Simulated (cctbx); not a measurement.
**Resonant diffraction in YbPt2Pb**

Space group P4/nmm (no. 129, origin choice 1), a = 4.2760 Å, b = 4.2760 Å, c = 9.8130 Å, α = 90.00°, β = 90.00°, γ = 90.00°.

```csv
atom,mult.,x,y,z,Ueq (Å²)
Pb1,2,1/2,1/2,0,0.0087
Pt1,2,1/2,1/2,1/2,0.0103
Pt2,2,1/2,0,0.1857,0.0068
Yb1,2,1/2,0,0.7546,0.0055
```

This is a model crystal, built by substitution and not relaxed, with assumed displacement parameters.

Calculated with cctbx: free-atom f′ and f″ from the Sasaki tables, no fine structure; amplitudes in electrons.

| E (eV) | F 0 0 3 | F 0 0 2 | F 1 0 2 | F 0 2 0 |
| --- | --- | --- | --- | --- |
| 12435 | 122.3 | 50.5 | 81.8 | 434.3 |
| 12785 | 125.8 | 46.6 | 81.9 | 431.8 |
| 12915 | 128.0 | 43.6 | 81.7 | 428.8 |
| 12975 | 129.9 | 40.8 | 81.5 | 425.7 |
| 13005 | 132.2 | 38.1 | 81.4 | 423.0 |
| 13020 | 134.6 | 35.5 | 81.3 | 420.4 |
| 13027 | 136.7 | 33.3 | 81.3 | 418.1 |
| 13031 | 138.9 | 31.0 | 81.3 | 415.9 |
| 13039 | 139.2 | 29.4 | 81.3 | 415.6 |
| 13043 | 135.8 | 32.7 | 81.2 | 418.9 |
| 13050 | 133.0 | 35.4 | 81.2 | 421.4 |
| 13065 | 129.8 | 38.1 | 81.1 | 423.8 |
| 13095 | 126.7 | 40.8 | 81.0 | 426.2 |
| 13185 | 120.8 | 43.9 | 80.1 | 427.4 |
| 13435 | 121.9 | 48.1 | 81.8 | 436.1 |

**Question.** Which edge is crossed, and why do the reflections move as they do?

The L3 edge of Pb. The edge is at 13035 eV. f′ of Pb falls from -12.2 e at 12915 eV to -18.4 e at 4 eV below it, and f″ steps from 3.94 to 10.12 e across it. Over that approach |F| changes by +9 % (0 0 3), -29 % (0 0 2), -0 % (1 0 2) and -3 % (0 2 0): a reflection falls where Pb scatters in phase with the total and rises where it scatters against it; it hardly moves where the Pb term is small or cancels by symmetry. Above the edge the larger f″ enters the imaginary part, where it can add to or cancel the other atoms' f″. The structure is centrosymmetric, so Friedel mates stay equal.

[Logs are printed without paths, hosts, clocks, repeated set-up lines and the standing remarks that a program may print on its own settings, such as how far it seeks lower states.]
